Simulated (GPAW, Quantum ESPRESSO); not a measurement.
The C K edge of atom 5 in Mn3GeC (Pm-3m), with 6 Mn at 1.90 Å (octahedral, site symmetry m-3m), was computed in 2 ways: excited-electron core hole (neutral cell) and no core hole. Program and functional: Quantum ESPRESSO XSpectra, LDA, Lorentzian half width 0.3 eV up to 4 eV, rising linearly to 2.5 eV at 25 eV; cells of 5 and 10 atoms (the run without a hole in the smaller).

Each run is counted from its own lowest empty level or Fermi level and scaled to a mean of 1 over its first 20 eV.

| E (eV) | run 1 | run 2 |
| --- | --- | --- |
| -2.00 | 0.06 | 0.04 |
| -1.25 | 0.09 | 0.06 |
| -0.50 | 0.19 | 0.10 |
| 0.25 | 0.67 | 0.24 |
| 1.00 | 1.86 | 0.78 |
| 1.75 | 2.33 | 1.31 |
| 2.50 | 1.92 | 1.59 |
| 3.25 | 1.12 | 1.75 |
| 4.00 | 1.35 | 1.36 |
| 4.75 | 0.98 | 1.32 |
| 5.50 | 0.63 | 1.00 |
| 6.25 | 0.62 | 0.65 |
| 7.00 | 0.92 | 0.72 |
| 7.75 | 1.28 | 1.00 |
| 8.50 | 1.35 | 1.30 |
| 9.25 | 1.15 | 1.30 |
| 10.00 | 0.85 | 1.15 |
| 10.75 | 0.73 | 0.96 |
| 11.50 | 0.68 | 0.82 |
| 12.25 | 0.69 | 0.76 |
| 13.00 | 0.77 | 0.78 |
| 13.75 | 0.89 | 0.85 |
| 14.50 | 0.95 | 0.95 |
| 15.25 | 0.95 | 1.02 |
| 16.00 | 0.91 | 1.06 |
| 16.75 | 0.81 | 1.04 |
| 17.50 | 0.70 | 0.96 |
| 18.25 | 0.60 | 0.84 |
| 19.00 | 0.55 | 0.73 |
| 19.75 | 0.53 | 0.66 |
| 20.50 | 0.55 | 0.64 |
| 21.25 | 0.58 | 0.65 |
| 22.00 | 0.61 | 0.68 |
| 22.75 | 0.62 | 0.71 |
| 23.50 | 0.60 | 0.71 |
| 24.25 | 0.58 | 0.70 |
| 25.00 | 0.56 | 0.67 |
| 25.75 | 0.54 | 0.64 |
| 26.50 | 0.53 | 0.62 |
| 27.25 | 0.52 | 0.60 |
| 28.00 | 0.51 | 0.59 |
| 28.75 | 0.50 | 0.58 |
| 29.50 | 0.50 | 0.58 |
| 30.25 | 0.49 | 0.57 |
| 31.00 | 0.48 | 0.56 |
| 31.75 | 0.49 | 0.56 |

**Question.** Which run is which?

Run 1: excited-electron core hole (neutral cell) (area from −2 to 6 eV 8.5, main maxima 1.6 eV (2.33), 3.9 eV (1.37), 8.3 eV (1.37) and 14.8 eV (0.96)). Run 2: no core hole (area from −2 to 6 eV 7.2, main maxima 2.9 eV (1.89), 4.4 eV (1.38), 8.8 eV (1.33) and 16.3 eV (1.06)). With each curve scaled to its own mean, the area from −2 to 6 eV with the hole is 8.5 against 7.2, and the centre of weight from −1 to 20 eV moves by -1.1 eV: the hole pulls the absorber's empty states down.

[Hosts, paths, dates, database ids (printed as entryN), source tags and the programs' standing remarks are cut or masked in the printed files.]

[Lists of maxima count a maximum above −3 eV only where it reaches 4 % of the highest in the window and stands out from its surroundings by 2 % of it (1.5 % where it reaches 55 %); shoulders and weaker maxima are passed over, and of the rest the first, up to two pre-edge ones and the few strongest are named.]
